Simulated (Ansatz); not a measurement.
**A hypothetical structure for Na2GaF4**

Starting from a made-up structure for Na2GaF4, the aim is the relaxed cell, its shortest contacts and, where a second run follows, its electronic structure.

Main program and level: Ansatz 0.2.0; DFT, PBEsol, plane-wave PAW, files of the set soft_1, scalar-relativistic, no spin, cell and ions relaxed at zero pressure; PAW set soft_1, in the first sound run; inputs show where later runs differ.

## (1) Starting point

It takes space group I4/mmm (No. 139, tetragonal). The conventional cell has a = 3.751 Å, b = 3.751 Å, c = 12.800 Å, α = 90.00°, β = 90.00°, γ = 90.00°. Nearest to Ga lie 6 F at 1.84 to 1.88 Å. Nearest to Na lie 9 F at 2.64 to 2.70 Å. Nearest to F lie 2 Ga at 1.88 Å and 4 Na at 2.64 Å. Nearest to F lie 1 Ga at 1.84 Å and 5 Na at 2.65 to 2.70 Å. Farther neighbours and most contacts between anions are not listed.

## (2) Relaxation of the guess

The guessed cell has no reason to be at equilibrium. It is relaxed with the atoms, within the space group of the guess.

Contents of input.yaml:

```yaml
crystal:
  lattice:
    - [-1.8755, 1.8755, 6.4]
    - [1.8755, -1.8755, 6.4]
    - [1.8755, 1.8755, -6.4]
  atoms:
    - { symbol: Ga, position: [0.0, 0.0, 0.0] }
    - { symbol: Na, position: [0.6453, 0.6453, 0.0] }
    - { symbol: Na, position: [0.3547, 0.3547, 0.0] }
    - { symbol: F, position: [0.0, 0.5, 0.5] }
    - { symbol: F, position: [0.5, 0.0, 0.5] }
    - { symbol: F, position: [0.8564, 0.8564, 0.0] }
    - { symbol: F, position: [0.1436, 0.1436, 0.0] }
kpoints:
  mp_grid: { grid: [10, 10, 10] }
scf:
  occupations: { method: fermi_dirac, width: 0.05 }
hamiltonian:
  xc: pbesol
  pseudopotentials: { kind: paw, azcp: { folder: soft_1 }, xc_functional: pbe }
relax:
  f_tol: 0.015
  max_steps: 70
  cell: {}
output:
  forces: true
  stress: true
```

The run is started by

```bash
> ansatz run input.yaml --threads 4 --pin off --max-ram 10240MiB --backend cpu --events-out ev --progress --plain --runs-dir out
```

Numbers of over 12 decimals in the logs are rounded to 6 here.

The program printed:

```text
basis.fft_grid_basis auto: the FFT boxes are laid along the combinations [[1, 0, 1], [0, 1, 1], [0, 0, 1]] of the cell's own vectors, 3.751, 3.751 and 6.928 Å long. The dense box has 27×27×48 points. Along the cell's own vectors, as sized, it would have 48×48×48, 3.16 times as many. Of the 16 symmetry operations that the crystal satisfies within crystal.symmetry.tolerance (time reversal apart; of a slab, those that k [...]
Engine: ansatz 0.2.0, x86_64-unknown-linux-gnu
Pseudopotentials: kind: paw
Pseudopotential: Ga, paw, valence charge 13, recommended cutoff 420 eV (normal), soft_1/Ga.paw.azcp
Pseudopotential: Na, paw, valence charge 9, recommended cutoff 420 eV (normal), soft_1/Na.paw.azcp
Pseudopotential: F, paw, valence charge 7, recommended cutoff 420 eV (normal), soft_1/F.paw.azcp
Functional definition: PBEsol
  exchange = pbesol_x
  correlation = pbesol_c
Crystal: 7 atoms, lattice volume = 90.048 Å³
Basis set: ecut = 420 eV, 1753 PW (Γ), FFT grids on a1+a3, a2+a3, a3, exchange–correlation on 54×54×96 points (8 copies of the dense FFT grid, shifted against one another)
Bands: 37, of which v1, the nominal top of the filled ones, is band 30 counted from 1 (29 counted from 0)
Symmetry: 16 space group operations
Space group: I4/mmm (ITA 139), of the structure as read, at distance tolerance 4.5e-5 Å
k-points: 102 of 1000
Non-local potential: Ga, projectors of the file, l = 0: 2, l = 1: 2, l = 2: 3, l = 3: 1
Non-local potential: Na, projectors of the file, l = 0: 3, l = 1: 2, l = 2: 1
Non-local potential: F, projectors of the file, l = 0: 2, l = 1: 2, l = 2: 1
PAW form: soft (Blöchl's): semilocal exchange-correlation on the pseudo side does not see the compensation charge
PAW frozen core: Ga, regenerated for the run's functional, and the local potential with it (the file was generated under x = pbe(κ = 0.804, μ = 0.219515), c = pbe(β = 0.066725))
PAW frozen core: Na, regenerated for the run's functional, and the local potential with it (the file was generated under x = pbe(κ = 0.804, μ = 0.219515), c = pbe(β = 0.066725))
PAW frozen core: F, regenerated for the run's functional, and the local potential with it (the file was generated under x = pbe(κ = 0.804, μ = 0.219515), c = pbe(β = 0.066725))
PAW one-centre angular grid: Ga, 590 points (default); XC on 64 Gauss nodes
PAW one-centre angular grid: Na, 110 points (default); XC on 64 Gauss nodes
PAW one-centre angular grid: F, 110 points (default); XC on 64 Gauss nodes
Initial density: superposition of atomic densities (chi_scale 0.1, normalization cell, long waves kept (reshape's long-wave potential 0.34 eV rms))
Initial wavefunctions: pseudopotential atomic-orbital guess
Functional: x = pbesol(κ = 0.804, μ = 0.123457), c = pbesol(β = 0.046)
SCF iter   1: F=—  HF=-9909.787671 eV  |F-HF|=—  |Δ(HF+E_count)|=         —  Δρ=1.86e-1  dr2=2.29e1  ethr=3.10e-3  ⟨swp⟩=6.2  Hψ=15429  notcnv=0  defer=4
preconditioner: auto → LDOS  [metal: Δε(μ)=0.022 eV  Ē_g=18.232 eV  σ=0.050 eV  W_gap=0.11  n_scr=24 (ndim 8)  ℏωp=25.7 eV  f_vac=0.094  D(μ)=0.71/eV (n_scr^D=2)  β→1.0]
SCF iter   2: F=—  HF=-9906.930346 eV  |F-HF|=—  |Δ(HF+E_count)|=    2.86e0  Δρ=1.77e-1  dr2=1.48e1  ethr=3.10e-3  ⟨swp⟩=4.0  Hψ=11594  notcnv=0  defer=231
SCF iter   3: F=—  HF=-9900.817041 eV  |F-HF|=—  |Δ(HF+E_count)|=    6.11e0  Δρ=2.04e-2  dr2=1.80e-1  ethr=3.10e-3  ⟨swp⟩=3.2  Hψ=10531  notcnv=0  defer=205
SCF iter   4: F=—  HF=-9900.733805 eV  |F-HF|=—  |Δ(HF+E_count)|=   8.32e-2  Δρ=6.28e-3  dr2=3.50e-2  ethr=3.04e-4  ⟨swp⟩=3.1  Hψ=7395  notcnv=0  defer=202
SCF iter   5: F=—  HF=-9900.705861 eV  |F-HF|=—  |Δ(HF+E_count)|=   2.79e-2  Δρ=1.73e-3  dr2=2.11e-3  ethr=5.93e-5  ⟨swp⟩=2.3  Hψ=6476  notcnv=0  defer=200
SCF iter   6: F=—  HF=-9900.705599 eV  |F-HF|=—  |Δ(HF+E_count)|=   2.62e-4  Δρ=4.55e-4  dr2=1.59e-4  ethr=3.58e-6  ⟨swp⟩=2.1  Hψ=5843  notcnv=0  defer=200
SCF iter   7: F=—  HF=-9900.705624 eV  |F-HF|=—  |Δ(HF+E_count)|=   2.54e-5  Δρ=8.93e-5  dr2=9.46e-6  ethr=2.69e-7  ⟨swp⟩=2.0  Hψ=5414  notcnv=0  defer=200
SCF iter   8: F=—  HF=-9900.705594 eV  |F-HF|=—  |Δ(HF+E_count)|=   3.02e-5  Δρ=2.56e-5  dr2=4.64e-7  ethr=1.60e-8  ⟨swp⟩=2.0  Hψ=6070  notcnv=0  defer=200
SCF iter   9: F=-9900.705594 eV  HF=-9900.705594 eV  |F-HF|=1.15e-8  |Δ(HF+E_count)|=   6.44e-8  Δρ=7.57e-6  dr2=4.45e-8  ethr=1.69e-10  ⟨swp⟩=4.5  Hψ=13316  notcnv=0
SCF 1 converged in 9 iterations: F = -9900.705594 eV  dr2 = 4.45e-8
  greatest PAW one-centre occupation: 0.999 electrons in one spin orbital (limit 2), on the Na atom at site 2 (counted from 0), in its partial waves of l = 0
relax step   1: F+E_penalty+E_count = -9900.70559430 eV  Δ(F+E_penalty+E_count) = +0.000e0 eV  max|allowed force component| = 1.519e0 eV/Å  Δτ_max = 0.0000 Å  P = +14.956 GPa  Ω = 90.048 Å³  (9 SCF iters, dr2 threshold 1.00e-7 eV, accepted)
Crystal: 7 atoms, lattice volume = 97.142 Å³
Basis set: ecut = 420 eV, 1905 PW (Γ), FFT grids on a1+a3, a2+a3, a3, exchange–correlation on 54×54×96 points (8 copies of the dense FFT grid, shifted against one another)
Initial density: handed on by an earlier stage of this run
Initial wavefunctions: those handed on with the density
iter 1 solved again at ethr=3.58e-4 eV; its pass at ethr=3.10e-3 eV (dr2=2.11e-1 eV) is discarded
SCF iter   1: F=—  HF=-9901.320266 eV  |F-HF|=—  |Δ(HF+E_count)|=         —  Δρ=1.79e-2  dr2=2.09e-1  ethr=3.58e-4  ⟨swp⟩=1.5  Hψ=18245  notcnv=0
preconditioner: auto → LDOS  [metal: Δε(μ)=0.066 eV  Ē_g=20.885 eV  σ=0.050 eV  W_gap=0.31  n_scr=32 (ndim 8)  ℏωp=27.9 eV  f_vac=0.155  D(μ)=0.80/eV (n_scr^D=2)  β→1.0]
SCF iter   2: F=—  HF=-9901.246618 eV  |F-HF|=—  |Δ(HF+E_count)|=   7.36e-2  Δρ=7.15e-3  dr2=4.60e-2  ethr=3.55e-4  ⟨swp⟩=3.4  Hψ=8451  notcnv=0  defer=25
SCF iter   3: F=—  HF=-9901.227026 eV  |F-HF|=—  |Δ(HF+E_count)|=   1.96e-2  Δρ=2.77e-3  dr2=4.78e-3  ethr=7.80e-5  ⟨swp⟩=3.0  Hψ=7347  notcnv=0  defer=114
SCF iter   4: F=—  HF=-9901.222892 eV  |F-HF|=—  |Δ(HF+E_count)|=   4.13e-3  Δρ=4.55e-4  dr2=1.20e-4  ethr=8.09e-6  ⟨swp⟩=2.0  Hψ=5927  notcnv=0  defer=140
SCF iter   5: F=—  HF=-9901.222866 eV  |F-HF|=—  |Δ(HF+E_count)|=   2.63e-5  Δρ=1.32e-4  dr2=1.15e-5  ethr=2.04e-7  ⟨swp⟩=2.0  Hψ=6560  notcnv=0  defer=140
SCF iter   6: F=—  HF=-9901.222864 eV  |F-HF|=—  |Δ(HF+E_count)|=   1.84e-6  Δρ=2.57e-5  dr2=7.06e-7  ethr=1.95e-8  ⟨swp⟩=2.0  Hψ=6117  notcnv=0  defer=140
SCF iter   7: F=-9901.222864 eV  HF=-9901.222864 eV  |F-HF|=3.95e-8  |Δ(HF+E_count)|=   2.83e-7  Δρ=8.38e-6  dr2=6.70e-8  ethr=1.19e-9  ⟨swp⟩=4.0  Hψ=12964  notcnv=0
SCF 2 converged in 7 iterations: F = -9901.222864 eV  dr2 = 6.70e-8
[...]
relax step   4: F+E_penalty+E_count = -9901.77946051 eV  Δ(F+E_penalty+E_count) = -2.724e-1 eV  max|allowed force component| = 2.638e-1 eV/Å  Δτ_max = 0.1950 Å  P = -2.961 GPa  Ω = 105.492 Å³  energy of the carried Pulay correction = -3.065e-2 eV  (7 SCF iters, dr2 threshold 7.00e-7 eV, accepted)
relax step   5: F+E_penalty+E_count = -9901.83336793 eV  Δ(F+E_penalty+E_count) = -5.391e-2 eV  max|allowed force component| = 4.889e-2 eV/Å  Δτ_max = 0.0686 Å  P = -2.493 GPa  Ω = 103.494 Å³  energy of the carried Pulay correction = -2.696e-2 eV  (7 SCF iters, dr2 threshold 7.00e-7 eV, accepted)
relax step   6: F+E_penalty+E_count = -9901.86283701 eV  Δ(F+E_penalty+E_count) = -2.947e-2 eV  max|allowed force component| = 1.599e-1 eV/Å  Δτ_max = 0.0370 Å  P = +0.771 GPa  Ω = 99.094 Å³  energy of the carried Pulay correction = -1.855e-2 eV  (6 SCF iters, dr2 threshold 7.00e-7 eV, accepted)
relax step   7: F+E_penalty+E_count = -9901.86876825 eV  Δ(F+E_penalty+E_count) = -5.931e-3 eV  max|allowed force component| = 2.908e-2 eV/Å  Δτ_max = 0.0414 Å  P = +0.034 GPa  Ω = 99.820 Å³  energy of the carried Pulay correction = -1.997e-2 eV  (6 SCF iters, dr2 threshold 7.00e-7 eV, accepted)
relax step   8: F+E_penalty+E_count = -9901.86905086 eV  Δ(F+E_penalty+E_count) = -2.826e-4 eV  max|allowed force component| = 3.302e-3 eV/Å  Δτ_max = 0.0042 Å  P = -0.012 GPa  Ω = 99.836 Å³  energy of the carried Pulay correction = -2.000e-2 eV  (5 SCF iters, dr2 threshold 5.29e-8 eV, accepted)
relax step   9: F+E_penalty+E_count = -9901.95389094 eV  Δ(F+E_penalty+E_count) = -8.484e-2 eV  max|allowed force component| = 3.541e-3 eV/Å  Δτ_max = 0.0000 Å  P = +1.290 GPa  Ω = 99.836 Å³  stress off target by 1.84e0 GPa  SCF on the basis re-selected at this cell (its energy is not comparable with the rows above)  (9 SCF iters)
relax step  10: F+E_penalty+E_count = -9901.96202963 eV  Δ(F+E_penalty+E_count) = -8.139e-3 eV  max|allowed force component| = 7.662e-2 eV/Å  Δτ_max = 0.0047 Å  P = +0.080 GPa  Ω = 101.853 Å³  energy of the carried Pulay correction = -4.193e-3 eV  (6 SCF iters, dr2 threshold 7.00e-7 eV, accepted)
relax step  11: F+E_penalty+E_count = -9901.96531761 eV  Δ(F+E_penalty+E_count) = -3.288e-3 eV  max|allowed force component| = 7.465e-2 eV/Å  Δτ_max = 0.0106 Å  P = -0.080 GPa  Ω = 102.148 Å³  energy of the carried Pulay correction = -4.894e-3 eV  (5 SCF iters, dr2 threshold 7.00e-7 eV, accepted)
relax step  12: F+E_penalty+E_count = -9901.96720761 eV  Δ(F+E_penalty+E_count) = -1.890e-3 eV  max|allowed force component| = 1.676e-2 eV/Å  Δτ_max = 0.0168 Å  P = +0.008 GPa  Ω = 102.135 Å³  energy of the carried Pulay correction = -4.889e-3 eV  (5 SCF iters, dr2 threshold 6.75e-7 eV, accepted)
relax step  13: F+E_penalty+E_count = -9901.96730946 eV  Δ(F+E_penalty+E_count) = -1.019e-4 eV  max|allowed force component| = 1.054e-3 eV/Å  Δτ_max = 0.0024 Å  P = +0.001 GPa  Ω = 102.117 Å³  energy of the carried Pulay correction = -4.845e-3 eV  (5 SCF iters, dr2 threshold 1.75e-8 eV, accepted)
relax step  14: F+E_penalty+E_count = -9901.97322197 eV  Δ(F+E_penalty+E_count) = -5.913e-3 eV  max|allowed force component| = 1.097e-3 eV/Å  Δτ_max = 0.0000 Å  P = +0.038 GPa  Ω = 102.117 Å³  stress off target by 8.90e-2 GPa  SCF on the basis re-selected at this cell (its energy is not comparable with the rows above)  (7 SCF iters)
relax step  15: F+E_penalty+E_count = -9901.97318899 eV  Δ(F+E_penalty+E_count) = +3.298e-5 eV  max|allowed force component| = 2.480e-3 eV/Å  Δτ_max = 0.0034 Å  P = +0.002 GPa  Ω = 102.183 Å³  energy of the carried Pulay correction = -1.248e-4 eV  (5 SCF iters, dr2 threshold 1.98e-8 eV, accepted)
iter 1 solved again at ethr=6.38e-9 eV; its pass at ethr=3.10e-3 eV (dr2=3.77e-6 eV) is discarded
SCF iter   1: F=—  HF=-9901.973044 eV  |F-HF|=—  |Δ(HF+E_count)|=         —  Δρ=1.22e-5  dr2=3.86e-8  ethr=6.38e-9  ⟨swp⟩=4.2  Hψ=27900  notcnv=0
preconditioner: auto → LDOS  [metal: Δε(μ)=0.057 eV  Ē_g=20.180 eV  σ=0.050 eV  W_gap=0.26  n_scr=32 (ndim 8)  ℏωp=27.2 eV  f_vac=0.195  D(μ)=0.85/eV (n_scr^D=2)  β→1.0]
SCF iter   2: F=—  HF=-9901.973300 eV  |F-HF|=—  |Δ(HF+E_count)|=   2.56e-4  Δρ=8.40e-6  dr2=2.79e-8  ethr=6.53e-11  ⟨swp⟩=3.0  Hψ=9293  notcnv=0
SCF iter   3: F=—  HF=-9901.973300 eV  |F-HF|=—  |Δ(HF+E_count)|=   1.23e-8  Δρ=3.01e-6  dr2=2.29e-9  ethr=4.73e-11  ⟨swp⟩=2.0  Hψ=6609  notcnv=0
SCF iter   4: F=—  HF=-9901.973300 eV  |F-HF|=—  |Δ(HF+E_count)|=   7.59e-9  Δρ=1.07e-6  dr2=5.49e-10  ethr=3.89e-12  ⟨swp⟩=2.0  Hψ=6687  notcnv=0
SCF iter   5: F=-9901.973300 eV  HF=-9901.973300 eV  |F-HF|=2.73e-11  |Δ(HF+E_count)|=  3.71e-10  Δρ=2.90e-7  dr2=3.76e-11  ethr=1.00e-12  ⟨swp⟩=3.0  Hψ=15591  notcnv=0
SCF 16 converged in 5 iterations: F = -9901.973300 eV  dr2 = 3.76e-11
relax step  16: F+E_penalty+E_count = -9901.97329986 eV  Δ(F+E_penalty+E_count) = -1.109e-4 eV  max|allowed force component| = 2.456e-3 eV/Å  Δτ_max = 0.0000 Å  P = +0.003 GPa  Ω = 102.183 Å³  stress off target by 1.67e-2 GPa  SCF on the basis re-selected at this cell (its energy is not comparable with the rows above)  (5 SCF iters)
basis re-selected at this cell: Δ(F+E_penalty+E_count) = -1.109e-4 eV, ΔP = +0.001 GPa vs the last step (what re-selecting the basis moved, of the pressure what is left beyond the Pulay correction that the steps carried, after the strain that the cell walked since its last selection, with what the two solves' SCF thresholds leave and, on support functions, any second-order correction that the steps lacked; it is no m [...]
SCF converged after 5 iterations
Free energy (F): -9901.973300 eV
Harris-Foulkes:  -9901.973300 eV  (|F-HF|=2.73e-11)
Internal energy: -9901.966345 eV  (E = F + TS)
E sigma→0 (E₀):  -9901.969822 eV
Entropy (-TS):   -0.006955 eV (-0.994 meV/atom)
Fermi energy:    6.000309 eV
--- Per-component energies (eV) ---
  E_band       = -688.978774
  E_kinetic    = 1127.202446
  E_local      = -7087.456834  (includes V_loc(G=0)·N_el)
  E_nonlocal   = 813.209124
  E_hartree    = 2945.547361
  E_xc         = -439.640551
  E_vxc        = -542.469648  (∫ρ·V_xc dr)
  E_paw        = -3309.975959  (= ΣΔE_a)
  E_vpaw       = -890.561069  (= ΣTr[D̂ρ^β])
  E_aug_tail   = 0.002708  (compensation charges beyond the density's cutoff)
  E_ewald      = -3951.996778
  E_core_change = 1.142137  (= ΣΔE_core)
  E_smearing   = -0.006955  (= −TS)
  E_closure    = 0.000000  (closes the sum)
  Σ components = -9901.973300   (vs F -9901.973300, Δ=0.00e0)
--- Forces (eV/Å), atoms counted from 1 ---
  atom   1  Ga     0.00000000     0.00000000    -0.00000000
  atom   2  Na     0.00000000     0.00000000     0.00198638
  atom   3  Na     0.00000000     0.00000000    -0.00198638
  atom   4  F      0.00000000     0.00000000     0.00000000
  atom   5  F      0.00000000     0.00000000     0.00000000
  atom   6  F      0.00000000     0.00000000     0.00245624
  atom   7  F     -0.00000000     0.00000000    -0.00245624
  max |Σ_I F_I| component: 1.52e-18 eV/Å
--- Stress (GPa, compression-positive) ---
        0.012922       0.000000       0.000000
        0.000000       0.012922       0.000000
       -0.000000      -0.000000      -0.016662
  P = ⅓ Tr σ = 0.0031 GPa (0.031 kbar)
--- Relaxed structure (13 steps of the walk, 13 accepted, 3 SCFs on fresh bases) ---
  F+E_penalty+E_count = -9901.97329986 eV   max|allowed force component| = 2.456e-3 eV/Å   (the final SCF, on the basis selected at the relaxed cell)
  cell:  # Å, volume = 102.1830 Å³
    - [-2.070110, 2.070110, 5.961176]
    - [2.070110, -2.070110, 5.961176]
    - [2.070110, 2.070110, -5.961176]
  atoms:
    - { symbol: Ga, position: [1.6311434469982809e-18, 1.631143446998281e-18, 0] }
    - { symbol: Na, position: [0.645594, 0.645594, 0] }
    - { symbol: Na, position: [0.354406, 0.354406, 0] }
    - { symbol: F, position: [1.631143446998281e-18, 0.5, 0.5] }
    - { symbol: F, position: [0.5, 1.6311434469982809e-18, 0.5] }
    - { symbol: F, position: [0.828658, 0.828658, 0] }
    - { symbol: F, position: [0.171342, 0.171342, 0] }
```

It took 42 s on 4 threads of Intel Xeon Platinum 8488C (Sapphire Rapids), shared host; peak memory 0.68 GiB; 2.6 min of CPU time.

This run has no spin polarisation although its electron count is odd.

Relaxation path:

| step | energy less that of the first step (eV) | largest force component (eV/Å) | pressure (GPa) | volume (Å³) |
| --- | --- | --- | --- | --- |
| 1 | 0.0000 | 1.5195 | 14.96 | 90.05 |
| 2 | -0.5173 | 1.1184 | 6.54 | 97.14 |
| 3 | -0.8014 | 0.8982 | 1.55 | 102.06 |
| 4 | -1.0739 | 0.2638 | -2.96 | 105.49 |
| 5 | -1.1278 | 0.0489 | -2.49 | 103.49 |
| 6 | -1.1572 | 0.1599 | 0.77 | 99.09 |
| 7 | -1.1632 | 0.0291 | 0.03 | 99.82 |
| 8 | -1.1635 | 0.0033 | -0.01 | 99.84 |
| 9* | -1.2483 | 0.0035 | 1.29 | 99.84 |
| 10 | -1.2564 | 0.0766 | 0.08 | 101.85 |
| 11 | -1.2597 | 0.0747 | -0.08 | 102.15 |
| 12 | -1.2616 | 0.0168 | 0.01 | 102.13 |
| 13 | -1.2617 | 0.0011 | 0.00 | 102.12 |
| 14* | -1.2676 | 0.0011 | 0.04 | 102.12 |
| 15 | -1.2676 | 0.0025 | 0.00 | 102.18 |
| 16* | -1.2677 | 0.0025 | 0.00 | 102.18 |

Relaxation steps marked * repeat the geometry before them on a plane-wave basis chosen anew for their cell, so energy and pressure can jump there.

The run keeps the 16 symmetry operations that it works with, so distortions that break them were not tested.

| conventional cell, symmetrised | before | after | change |
| --- | --- | --- | --- |
| a (Å) | 3.751 | 4.140 | +10.4 % |
| b (Å) | 3.751 | 4.140 | +10.4 % |
| c (Å) | 12.800 | 11.922 | -6.9 % |
| volume (Å³/atom) | 12.86 | 14.60 | +13.5 % |

The atoms that moved most (Å, as changes of fractional coordinates times the final cell):

| atom | dx | dy | dz | length |
| --- | --- | --- | --- | --- |
| F7 | 0.000 | 0.000 | 0.331 | 0.331 |
| F6 | 0.000 | 0.000 | -0.331 | 0.331 |

This step gave:

```
free energy             : -9901.9733 eV
energy at zero smearing : -9901.9698 eV
smearing term TS        : 0.006955 eV
Fermi energy            : 6.000 eV
electrons               : 59
symmetry operations     : 16
pressure                : 0.003061 GPa
```

The shortest distance of each pair, which need not be the same contact before and after:

| pair | guess (Å) | relaxed (Å) |
| --- | --- | --- |
| F–Ga | 1.838 | 2.043 |
| F–Na | 2.641 | 2.183 |
| F–F | 2.626 | 2.908 |
| Ga–Na | 3.239 | 3.403 |
| Na–Na | 3.720 | 3.472 |

The relaxation ends with a largest force component of 0.0025 eV/Å and a pressure of 0.00 GPa.

[end of part 1 of 2]

[Logs are printed without paths, hosts, clocks, repeated set-up lines and the standing remarks that a program may print on its own settings, such as how far it seeks lower states.]

[Hosts, paths, dates, database ids (printed as entryN), source tags and the programs' standing remarks are cut or masked in the printed files.]
